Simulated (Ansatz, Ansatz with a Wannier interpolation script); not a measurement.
# Settings in Wannier-interpolated G0W0: SiO2 (P3_221), part 2 of 2

How do the Wannier model and the GW settings move the interpolated bands of SiO2 (P3_221)?

Ansatz 0.2.0; maximally localised Wannier functions, LDA, plane waves, PAW; PAW set soft_1. Known limits of the many-body steps: not at the basis limit; coarse k mesh.

So far. Step 4 (Wannier model on 12×12×8): Near the gap the model misses directly solved bands by 0.1 meV r.m.s. and by 2 meV at most in the window tested. This tests the starting bands, not the corrections carried with them.

**5. Wannier model on 6×6×4**

Contents of input.yaml:

```yaml
crystal:
  lattice:
    - [4.91636, 0.0, 0.0]
    - [-2.45818, 4.25769265, 0.0]
    - [0.0, 0.0, 5.4084]
  atoms:
    - { symbol: Si, position: [0.46973, 0.0, 0.66666667] }
    - { symbol: Si, position: [0.0, 0.46973, 0.33333333] }
    - { symbol: Si, position: [0.53027, 0.53027, 0.0] }
    - { symbol: O, position: [0.41354, 0.26758, 0.78558] }
    - { symbol: O, position: [0.73242, 0.14596, 0.45224667] }
    - { symbol: O, position: [0.85404, 0.58646, 0.11891333] }
    - { symbol: O, position: [0.26758, 0.41354, 0.21442] }
    - { symbol: O, position: [0.14596, 0.73242, 0.54775333] }
    - { symbol: O, position: [0.58646, 0.85404, 0.88108667] }
kpoints:
  mp_grid: { grid: [6, 6, 4] }
hamiltonian:
  xc: lda
  pseudopotentials: { kind: paw, azcp: { folder: soft_1 }, xc_functional: pbe }
scf:
  occupations: { method: fixed }
  n_extra_bands: 60
output:
  wannier:
    kmesh: [6, 6, 4]
    projections:
      - { species: O, l: p, shell: 2 }
      - { species: Si, l: s, shell: 3 }
      - { species: Si, l: p, shell: 3 }
    minimise: true
    write_hr: true
    seedname: w
    conv_tol: 1.0e-06
    max_iter: 20000
    stability_check: false
    disentanglement:
      window: [-7.37, 16.72]
      frozen_window: [-7.37, 10.91]
      conv_tol: 1.0e-08
```

Command:

```
$ ansatz run input.yaml --threads 3 --pin off --max-ram 92160MiB --backend cuda --events-out ev --progress --plain --runs-dir out --devices 1 --max-vram 13GiB
```

Numbers of over 12 decimals in the logs are rounded to 6 here.

The program printed:

```text
[...]
GPUs: using 1 of 1 available (devices: 1).
[...]
GPU FFT provider: cuFFT
GPU libraries: cuBLAS 13.8.2, cuFFT 12.4.0, cuSOLVER 12.3.4
Crystal: 9 atoms, lattice volume = 113.211 Å³
Basis set: ecut = 420 eV, 2209 PW (Γ)
Bands: 84, of which v1, the nominal top of the filled ones, is band 24 counted from 1 (23 counted from 0)
Symmetry: 6 space group operations
[...]
k-points: 24 of 144 (time reversal used)
[...]
GPU buffer pool allocated for 51840 grid points (all kernels)
[...]
SCF iter   1: F=—  HF=-5172.963985 eV  |F-HF|=—  |Δ(HF+E_count)|=         —  Δρ=1.26e-1  dr2=1.59e1  ethr=3.10e-3  ⟨swp⟩=4.0  Hψ=7679  notcnv=0  defer=1346
[...]
SCF iter   8: F=-5168.186398 eV  HF=-5168.186398 eV  |F-HF|=5.67e-10  |Δ(HF+E_count)|=   1.69e-8  Δρ=1.10e-6  dr2=1.08e-9  ethr=1.23e-10  ⟨swp⟩=1.0  Hψ=3663  notcnv=0
SCF 1 converged in 8 iterations: F = -5168.186398 eV  dr2 = 1.08e-9
[...]
SCF converged after 8 iterations
Free energy (F): -5168.186398 eV
[...]
Internal energy: -5168.186398 eV  (E = F + TS)
E sigma→0 (E₀):  -5168.186398 eV
Fermi energy:    2.163980 eV
[...]
--- Band table (eV; the first three rows and the last of 24) ---
  k-point 0: bands = [... 20 lower, 1.1454, 1.4702, 1.8373, 1.8373, 7.9102, 11.1825, 11.1825, 11.6570, ... 56 higher]
  k-point 1: bands = [... 20 lower, 1.0662, 1.6248, 1.9357, 2.0665, 8.5095, 11.0488, 11.0906, 11.1364, ... 56 higher]
  k-point 2: bands = [... 20 lower, 0.9307, 1.9494, 1.9494, 2.0746, 9.8552, 9.8552, 10.8651, 11.6522, ... 56 higher]
  k-point 23: bands = [... 20 lower, 1.2170, 1.3898, 1.5678, 1.5678, 11.0401, 11.6430, 11.6430, 11.9941, ... 56 higher]
[...]
```

Wall time 73 s (1 × NVIDIA H100 80GB HBM3 (shared by 6 runs) with 3 threads of AMD EPYC 7R13 (Zen 3), shared host); peak memory 1 GiB; 84 s of CPU time.

This step gave:

* gauge-invariant spread: 33.68 Å²
* diagonal spread: 0.02732 Å²
* off-diagonal spread: 2.377 Å²
* total spread: 36.08 Å²
* least projectability: 0.2239
* localisation steps: 5604
* disentanglement steps: 162
* r.m.s. interpolation error: 7.96e-4 eV
* r.m.s. error near the gap: 8.54e-4 eV

Near the gap the model misses directly solved bands by 0.9 meV r.m.s. and by 7 meV at most in the window tested. This tests the starting bands, not the corrections carried with them.

Frozen up to 8.75 eV; above it the model need not follow the bands. Electronic bands along the path, in eV, zero at the valence-band top; v1 is the highest filled band, c1 the lowest empty one:

```
    point     v4     v3     v2     v1    c1    c2    c3     c4
        Γ  -1.02  -0.69  -0.33  -0.33  5.75  9.02  9.02   9.49
  halfway  -1.02  -0.85  -0.24  -0.16  6.63  9.05  9.13   9.64
        M  -1.05  -0.79  -0.27  -0.04  8.01  8.73  9.44   9.49
  halfway  -1.11  -0.63  -0.32  -0.02  8.20  8.79  9.37   9.67
        K  -1.24  -0.44  -0.44   0.00  8.66  8.66  9.16  10.10
  halfway  -0.93  -0.88  -0.25  -0.12  6.88  9.07  9.21   9.74
        Γ  -1.02  -0.69  -0.33  -0.33  5.75  9.02  9.02   9.49
  halfway  -1.10  -0.54  -0.23  -0.10  6.35  8.89  8.93   8.98
        A  -1.23  -0.21  -0.21  -0.09  7.69  7.69  8.70   9.49
  halfway  -1.10  -0.45  -0.42  -0.15  8.10  8.21  9.06   9.45
        L  -0.90  -0.85  -0.61  -0.19  8.76  9.27  9.34   9.51
  halfway  -0.87  -0.85  -0.63  -0.33  8.80  9.38  9.43   9.66
        H  -0.95  -0.77  -0.60  -0.60  8.88  9.49  9.49   9.91
  halfway  -1.08  -0.55  -0.39  -0.22  8.24  8.36  9.13   9.63
        A  -1.23  -0.21  -0.21  -0.09  7.69  7.69  8.70   9.49
jump to L  -0.90  -0.85  -0.61  -0.19  8.76  9.27  9.34   9.51
  halfway  -0.97  -0.73  -0.45  -0.12  8.32  8.87  9.29   9.77
        M  -1.05  -0.79  -0.27  -0.04  8.01  8.73  9.44   9.49
jump to H  -0.95  -0.77  -0.60  -0.60  8.88  9.49  9.49   9.91
  halfway  -1.03  -0.55  -0.51  -0.20  8.74  8.96  9.35  10.01
        K  -1.24  -0.44  -0.44   0.00  8.66  8.66  9.16  10.10
```

The same for Kohn-Sham, solved directly:

```
point     v4     v3     v2     v1    c1    c2    c3     c4
    Γ  -1.02  -0.69  -0.33  -0.33  5.75  9.02  9.02   9.49
    M  -1.05  -0.79  -0.27  -0.04  8.01  8.73  9.43   9.46
    K  -1.24  -0.44  -0.44   0.00  8.66  8.66  9.15  10.10
    Γ  -1.02  -0.69  -0.33  -0.33  5.75  9.02  9.02   9.49
    A  -1.23  -0.21  -0.21  -0.09  7.69  7.69  8.70   9.49
    L  -0.90  -0.85  -0.61  -0.19  8.76  9.19  9.34   9.48
    H  -0.95  -0.77  -0.60  -0.60  8.88  9.48  9.48   9.83
    A  -1.23  -0.21  -0.21  -0.09  7.69  7.69  8.70   9.49
    L  -0.90  -0.85  -0.61  -0.19  8.76  9.19  9.34   9.48
    M  -1.05  -0.79  -0.27  -0.04  8.01  8.73  9.43   9.46
    H  -0.95  -0.77  -0.60  -0.60  8.88  9.48  9.48   9.83
    K  -1.24  -0.44  -0.44   0.00  8.66  8.66  9.15  10.10
```

**6. A faulty Wannier input**

Changes to input.yaml since step 5:

```diff
@@ -38,3 +38,3 @@
       window: [-7.37, 16.72]
-      frozen_window: [-7.37, 10.91]
+      frozen_window: [-7.37, 16.22]
       conv_tol: 1.0e-08
```

The program printed:

```text
scf.n_extra_bands = 60 over 24 filled bands (N_el = 48.0): the run solves 84 bands
GPUs: using 1 of 1 available (devices: 1).
Engine: ansatz 0.2.0, x86_64-unknown-linux-gnu
Pseudopotentials: kind: paw
Pseudopotential: Si, paw, valence charge 4, recommended cutoff 420 eV (normal), soft_1/Si.paw.azcp
Pseudopotential: O, paw, valence charge 6, recommended cutoff 420 eV (normal), soft_1/O.paw.azcp
Functional definition: SPW92
  exchange = slater_x
  correlation = pw_c
device memory: the entry about to start is reckoned to put 3.0 GiB on a device that reports 54.3 GiB free (of which the cap on the GPU budget leaves the run 13.0 GiB)
GPU FFT provider: cuFFT
GPU libraries: cuBLAS 13.8.2, cuFFT 12.4.0, cuSOLVER 12.3.4
Crystal: 9 atoms, lattice volume = 113.211 Å³
Basis set: ecut = 420 eV, 2209 PW (Γ)
Bands: 84, of which v1, the nominal top of the filled ones, is band 24 counted from 1 (23 counted from 0)
Symmetry: 6 space group operations
Space group: P3221 (ITA 154), of the structure as read, at distance tolerance 4.8e-5 Å
k-points: 24 of 144 (time reversal used)
Non-local potential: Si, projectors of the file, l = 0: 2, l = 1: 2, l = 2: 1
Non-local potential: O, projectors of the file, l = 0: 2, l = 1: 2, l = 2: 1
PAW form: soft (Blöchl's): semilocal exchange-correlation on the pseudo side does not see the compensation charge
PAW frozen core: Si, regenerated for the run's functional, and the local potential with it (the file was generated under x = pbe(κ = 0.804, μ = 0.219515), c = pbe(β = 0.066725))
[...]
NSCF: frozen V_eff on 26 k-points, pencils in batches of 32, up to order 336
the Wannier pass solved 26 of the 144 points of its mesh, and has the states at the others by symmetry: states obtained by the crystal's operations at points that were solved too leave a residual of 3.33e-13 eV (read by the count's bands and the next), within 5.56e-6 eV
SCF converged after 8 iterations
Free energy (F): -5168.186398 eV
Harris-Foulkes:  -5168.186398 eV  (|F-HF|=5.67e-10)
Internal energy: -5168.186398 eV  (E = F + TS)
E sigma→0 (E₀):  -5168.186398 eV
Fermi energy:    2.163980 eV
--- Per-component energies (eV) ---
  E_band       = -221.042554
  E_kinetic    = 1160.856038
  E_local      = -2934.512970  (includes V_loc(G=0)·N_el)
  E_nonlocal   = 396.948246
  E_hartree    = 1064.739263
  E_xc         = -593.008410
  E_vxc        = -690.905232  (∫ρ·V_xc dr)
  E_paw        = -2373.750572  (= ΣΔE_a)
  E_vpaw       = -282.910818  (= ΣTr[D̂ρ^β])
  E_aug_tail   = 0.005126  (compensation charges beyond the density's cutoff)
  E_ewald      = -1890.297641
  E_core_change = 0.834521  (= ΣΔE_core)
  E_smearing   = -0.000000  (= −TS)
  E_closure    = 0.000000  (closes the sum)
  Σ components = -5168.186398   (vs F -5168.186398, Δ=0.00e0)
--- Band table (eV; the first three rows and the last of 24) ---
  k-point 0: bands = [... 20 lower, 1.1454, 1.4702, 1.8373, 1.8373, 7.9102, 11.1825, 11.1825, 11.6570, ... 56 higher]
  k-point 1: bands = [... 20 lower, 1.0662, 1.6248, 1.9357, 2.0665, 8.5095, 11.0488, 11.0906, 11.1364, ... 56 higher]
  k-point 2: bands = [... 20 lower, 0.9307, 1.9494, 1.9494, 2.0746, 9.8552, 9.8552, 10.8651, 11.6522, ... 56 higher]
  k-point 23: bands = [... 20 lower, 1.2170, 1.3898, 1.5678, 1.5678, 11.0401, 11.6430, 11.6430, 11.9941, ... 56 higher]
WARN: one of the run's output files is refused, and neither it nor the files that depend on it are written in full: <dir> frozen window holds 31 > num_wann = 30 bands at ik = 0 (ik counts from 0, the k-points of the .win, .mmn and .eig files from 1)
```

The job ended after 16 s (1 × NVIDIA H100 80GB HBM3 (shared by 6 runs) with 3 threads; peak memory 1 GiB).

The run ended with an error after its SCF cycle had converged; no result of it is taken.

The fault put into this input: a frozen window with more states than functions.

**7. G0W0: 6×6×4 mesh, 520 empty bands, screening to 160 eV, PAW set soft_1 files**

G0W0 replaces the xc potential by the self-energy, built once from these orbitals. Only a window of levels is corrected, while the sums run over the empty bands that the input names.

This step: G0W0 on LDA, plane waves, PAW; PAW set soft_1.

input.yaml, the sections that differ from step 6:

```yaml
scf:
  occupations: { method: fixed }
gw:
  n_empty_bands: 520
  ecut_chi: 160.0
  qp_bands: [v18, c3]
  screening: { model: contour_deformation }
# crystal, kpoints, hamiltonian: as in step 6
# output: removed
```

The program printed:

```text
GPUs: using 1 of 1 available (devices: 1).
[...]
GPU FFT provider: cuFFT
GPU libraries: cuBLAS 13.8.2, cuFFT 12.4.0, cuSOLVER 12.3.4
Crystal: 9 atoms, lattice volume = 113.211 Å³
Basis set: ecut = 420 eV, 2209 PW (Γ)
Bands: 33, of which v1, the nominal top of the filled ones, is band 24 counted from 1 (23 counted from 0)
Symmetry: 6 space group operations
[...]
k-points: 24 of 144 (time reversal used)
[...]
0    14     -0.8261   -24.2463     4.3768   -17.8896  0.7918    -2.8508    -2.8060  root
[...]
23    24      1.5678   -26.0608     4.0990   -20.2217  0.8012    -0.1987    -0.1722  root
    23    25     11.0401   -10.8709    -4.4933   -17.5563  0.8401    13.2649    13.2322  root
    23    26     11.6430    -6.7467    -3.8958   -12.3919  0.8547    13.4123    13.3925  root
    23    27     11.6430    -6.7467    -3.8958   -12.3919  0.8547    13.4123    13.3925  root
[key lines of the parts left out:]
SCF converged after 8 iterations
Free energy (F): -5168.186398 eV
Fermi energy:    2.163993 eV
```

It took 4.5 min on 1 × NVIDIA H100 80GB HBM3 (shared by 6 runs) with 3 threads; peak memory 2.4 GiB.

The G0W0 gap on the mesh is 8.882 eV.

**8. G0W0: 3×3×2 mesh, 520 empty bands, screening to 160 eV, PAW set soft_1 files**

Changes to input.yaml since step 7:

```diff
@@ -16,3 +16,3 @@
 kpoints:
-  mp_grid: { grid: [6, 6, 4] }
+  mp_grid: { grid: [3, 3, 2] }
 hamiltonian:
```

The program printed:

```text
GPUs: using 1 of 1 available (devices: 1).
[...]
GPU FFT provider: cuFFT
GPU libraries: cuBLAS 13.8.2, cuFFT 12.4.0, cuSOLVER 12.3.4
Crystal: 9 atoms, lattice volume = 113.211 Å³
Basis set: ecut = 420 eV, 2209 PW (Γ)
Bands: 33, of which v1, the nominal top of the filled ones, is band 24 counted from 1 (23 counted from 0)
Symmetry: 6 space group operations
[...]
k-points: 6 of 18 (time reversal used)
[...]
0    14     -0.8259   -24.2594     4.3877   -17.8895  0.7917    -2.8533    -2.8081  root
[...]
5    24      1.5680   -26.0830     4.1173   -20.2216  0.8009    -0.2028    -0.1761  root
     5    25     11.0403   -10.8471    -4.5155   -17.5563  0.8395    13.2673    13.2340  root
     5    26     11.6431    -6.7329    -3.9137   -12.3918  0.8540    13.4083    13.3883  root
     5    27     11.6431    -6.7329    -3.9137   -12.3918  0.8540    13.4083    13.3883  root
[key lines of the parts left out:]
SCF converged after 8 iterations
Free energy (F): -5168.186905 eV
Fermi energy:    2.164112 eV
```

Elapsed: 17 s, on 1 × NVIDIA H100 80GB HBM3 (shared by 6 runs) with 3 threads; peak memory 1.8 GiB.

The G0W0 gap on the mesh is 8.894 eV.

**9. G0W0: 6×6×4 mesh, 241 empty bands, screening to 96 eV, PAW set soft_1 files**

Changes to input.yaml since step 8:

```diff
@@ -16,3 +16,3 @@
 kpoints:
-  mp_grid: { grid: [3, 3, 2] }
+  mp_grid: { grid: [6, 6, 4] }
 hamiltonian:
@@ -23,4 +23,4 @@
 gw:
-  n_empty_bands: 520
-  ecut_chi: 160.0
+  n_empty_bands: 241
+  ecut_chi: 96
   qp_bands: [v18, c3]
```

The program printed:

```text
GPUs: using 1 of 1 available (devices: 1).
[...]
GPU FFT provider: cuFFT
GPU libraries: cuBLAS 13.8.2, cuFFT 12.4.0, cuSOLVER 12.3.4
Crystal: 9 atoms, lattice volume = 113.211 Å³
Basis set: ecut = 420 eV, 2209 PW (Γ)
Bands: 33, of which v1, the nominal top of the filled ones, is band 24 counted from 1 (23 counted from 0)
Symmetry: 6 space group operations
[...]
k-points: 24 of 144 (time reversal used)
[...]
0    14     -0.8261   -24.2463     4.5645   -17.8896  0.7950    -2.6543    -2.6183  root
[...]
23    24      1.5678   -26.0608     4.3455   -20.2217  0.8052     0.0550     0.0742  root
    23    25     11.0401   -10.8709    -4.3409   -17.5563  0.8429    13.4230    13.3846  root
    23    26     11.6430    -6.7467    -3.7803   -12.3919  0.8558    13.5310    13.5080  root
    23    27     11.6430    -6.7467    -3.7803   -12.3919  0.8558    13.5310    13.5080  root
[key lines of the parts left out:]
SCF converged after 8 iterations
Free energy (F): -5168.186398 eV
Fermi energy:    2.163993 eV
```

It took 62 s on 1 × NVIDIA H100 80GB HBM3 (shared by 6 runs) with 3 threads; peak memory 1.6 GiB; 95 s of CPU time.

The G0W0 gap on the mesh is 8.669 eV.

**10. G0W0: 6×6×4 mesh, 520 empty bands, screening to 160 eV, plasmon pole, PAW set soft_1 files**

Changes to input.yaml since step 9:

```diff
@@ -23,5 +23,5 @@
 gw:
-  n_empty_bands: 241
-  ecut_chi: 96
+  n_empty_bands: 520
+  ecut_chi: 160.0
   qp_bands: [v18, c3]
-  screening: { model: contour_deformation }
+  screening: { model: godby_needs }
```

The program printed:

```text
GPUs: using 1 of 1 available (devices: 1).
[...]
GPU FFT provider: cuFFT
GPU libraries: cuBLAS 13.8.2, cuFFT 12.4.0, cuSOLVER 12.3.4
Crystal: 9 atoms, lattice volume = 113.211 Å³
Basis set: ecut = 420 eV, 2209 PW (Γ)
Bands: 33, of which v1, the nominal top of the filled ones, is band 24 counted from 1 (23 counted from 0)
Symmetry: 6 space group operations
[...]
k-points: 24 of 144 (time reversal used)
[...]
0    14     -0.8261   -24.2463     4.3979   -17.8896  0.8053    -2.8078    -2.7848  root
[...]
23    24      1.5678   -26.0608     4.1785   -20.2217  0.8088    -0.1087    -0.0928  root
    23    25     11.0401   -10.8709    -4.4262   -17.5563  0.8450    13.3230    13.2994  root
    23    26     11.6430    -6.7467    -3.8408   -12.3919  0.8603    13.4614    13.4475  root
    23    27     11.6430    -6.7467    -3.8408   -12.3919  0.8603    13.4614    13.4475  root
[key lines of the parts left out:]
SCF converged after 8 iterations
Free energy (F): -5168.186398 eV
Fermi energy:    2.163993 eV
```

Wall time 10 min (1 × NVIDIA H100 80GB HBM3 (shared by 6 runs) with 3 threads); peak memory 7.8 GiB; 22 min of CPU time.

The G0W0 gap on the mesh is 8.823 eV.

**11. Interpolated results**

Times are wall times on 1 × NVIDIA H100 80GB HBM3 (shared by 6 runs) with 3 threads of AMD EPYC 7R13 (Zen 3), shared host, good to a factor of about two.

```
GW mesh  empty bands  cutoff (eV)            frequency  gap on mesh (eV)  gap over zone (eV)  direct gap (eV)  valence width (eV)  GW time
  6×6×4          520          160  contour deformation             8.882               8.882            9.223               9.841  4.5 min
  3×3×2          520          160  contour deformation             8.894               8.894            9.230               9.833     17 s
  6×6×4          241           96  contour deformation             8.669               8.669            9.022               9.924     62 s
  6×6×4          520          160         plasmon pole             8.823               8.823            9.171              10.024   10 min
```

**12. Results**

| Quantity | Value |
| --- | --- |
| 6×6×4 mesh, 520 empty bands, screening to 160 eV, PAW set soft_1 files | 8.88 eV |
| 3×3×2 mesh, 520 empty bands, screening to 160 eV, PAW set soft_1 files | 8.89 eV |
| 6×6×4 mesh, 241 empty bands, screening to 96 eV, PAW set soft_1 files | 8.67 eV |
| 6×6×4 mesh, 520 empty bands, screening to 160 eV, plasmon pole, PAW set soft_1 files | 8.82 eV |

**Reading.** The largest change, −0.21 eV in the gap over the zone, comes with 6×6×4 mesh, 241 empty bands, screening to 96 eV, PAW set soft_1 files. The first run is a reference, not a converged one, and where a row moves several settings no single cause can be named. Rows on another GW mesh add that mesh's corrections to the bands of the one model. With 3×3×2 mesh, 520 empty bands, screening to 160 eV, PAW set soft_1 files the gap over the zone moves by +0.01 eV and that on the mesh by +0.01 eV. With 6×6×4 mesh, 241 empty bands, screening to 96 eV, PAW set soft_1 files the gap over the zone moves by −0.21 eV and that on the mesh by −0.21 eV. With 6×6×4 mesh, 520 empty bands, screening to 160 eV, plasmon pole, PAW set soft_1 files the gap over the zone moves by −0.06 eV and that on the mesh by −0.06 eV. Gaps over the zone and on the mesh differ where an edge lies off the mesh, or where a GW run starts from another density: the starting gap over the zone is 5.746 eV, on the GW meshes it is 5.746 eV.

[Paths, hosts, dates, memory and timing lines, banners, echoed tables and standing remarks are left out of the program output.]

[Logs are printed without paths, hosts, clocks, repeated set-up lines and the standing remarks that a program may print on its own settings, such as how far it seeks lower states.]

[Runs of the session that timed out or met a known fault of the program may be left out.]

[Hosts, paths, dates, database ids (printed as entryN), source tags and the programs' standing remarks are cut or masked in the printed files.]
